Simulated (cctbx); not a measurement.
## Reading a Patterson map

Space group P2/c (no. 13), a = 7.2070 Å, b = 10.2790 Å, c = 5.8850 Å, α = 90.00°, β = 106.10°, γ = 90.00°, content Cu2 Co6 S12.

Simulated single-crystal data (cctbx): Mo Kα, λ = 0.71073 Å, to d = 0.77 Å, 70 % of the full sphere, strongest reflection 40000 counts, noise from counting, a 3 % proportional error and a noise floor of 4 counts (s.d.); no absorption.

Patterson synthesis, origin scaled to 1000:

```text
Patterson group P 1 2/m 1
      u       v       w   height  length (A)
  0.000   0.000   0.000   1000.0     0.00
  0.000   0.500   0.500    980.6     5.92
  0.000   0.167   0.500    756.6     3.41
  0.000   0.333   0.000    751.1     3.43
  0.174   0.000   0.725    507.4     2.30
  0.174   0.167   0.225    506.5     2.31
  0.174   0.334   0.725    502.5     4.13
  0.174   0.500   0.225    502.1     5.37
  0.500   0.500   0.000    396.8     6.28
  0.500   0.000   0.500    394.0     3.97
  0.500   0.332   0.500    358.2     5.24
  0.500   0.167   0.000    358.0     3.99
  0.325   0.500   0.272    199.4     5.69
  0.325   0.000   0.772    198.0     3.01
```

**Question.** Which atom pairs make the peaks, and where is the heaviest atom?

A peak at u stands for all pairs with xi − xj = u, with weight Σ ZiZj against Σ Z² = 9128 at the origin. Peak heights follow these weights only roughly, since form factors, motion and series ripples differ, all vectors within 0.55 Å of a peak are counted as merged into it though the farther ones add only part of their weight, and F(000) is left out, which lowers the whole map:

| u | v | w | shortest length (Å) | height | 1000 ΣZiZj/ΣZ² | pairs in the cell |
| --- | --- | --- | --- | --- | --- | --- |
| 0.000 | 0.500 | 0.500 | 5.92 | 981 | 1000 | 6 × Co–Co, 12 × S–S, 2 × Cu–Cu |
| 0.000 | 0.167 | 0.500 | 3.41 | 757 | 816 | 6 × Co–Co, 12 × S–S |
| 0.000 | 0.333 | 0.000 | 3.42 | 751 | 816 | 6 × Co–Co, 12 × S–S |
| 0.174 | 0.000 | 0.725 | 2.31 | 507 | 568 | 12 × Co–S |
| 0.174 | 0.167 | 0.225 | 2.31 | 506 | 568 | 12 × Co–S |
| 0.174 | 0.334 | 0.725 | 4.14 | 502 | 568 | 12 × Co–S |
| 0.174 | 0.500 | 0.225 | 5.37 | 502 | 568 | 12 × Co–S |
| 0.500 | 0.500 | 0.000 | 6.28 | 397 | 343 | 4 × Cu–Co |
| 0.500 | 0.000 | 0.500 | 3.97 | 394 | 343 | 4 × Cu–Co |
| 0.500 | 0.332 | 0.500 | 5.24 | 358 | 343 | 4 × Cu–Co |

The table stops at ten peaks or at a height of 45, below which ripples compete. In the model behind the data Cu, the heaviest element, has 1 independent site: (0, 0.2491, 1/4), up to an allowed shift of origin; the Cu–Cu vectors are differences of these positions and their symmetry mates. Elements of similar Z can't be told apart from the map alone. The whole model:

```
atom  mult.       x       y       z  Ueq (Å²)
 Cu1      2       0  0.2491     1/4    0.0095
 Co1      2     1/2  0.9174     3/4    0.0120
 Co2      2     1/2  0.5826     3/4    0.0158
 Co3      2     1/2  0.7460     1/4    0.0068
  S1      4  0.3262  0.4164  0.5215    0.0150
  S2      4  0.3274  0.9096  0.0340    0.0169
  S3      4  0.3303  0.2540  0.0206    0.0120
```

The model is made up (kin elements in a known structure type, no relaxation), so it says nothing on whether the phase exists.

[Logs are printed without paths, hosts, clocks, repeated set-up lines and the standing remarks that a program may print on its own settings, such as how far it seeks lower states.]
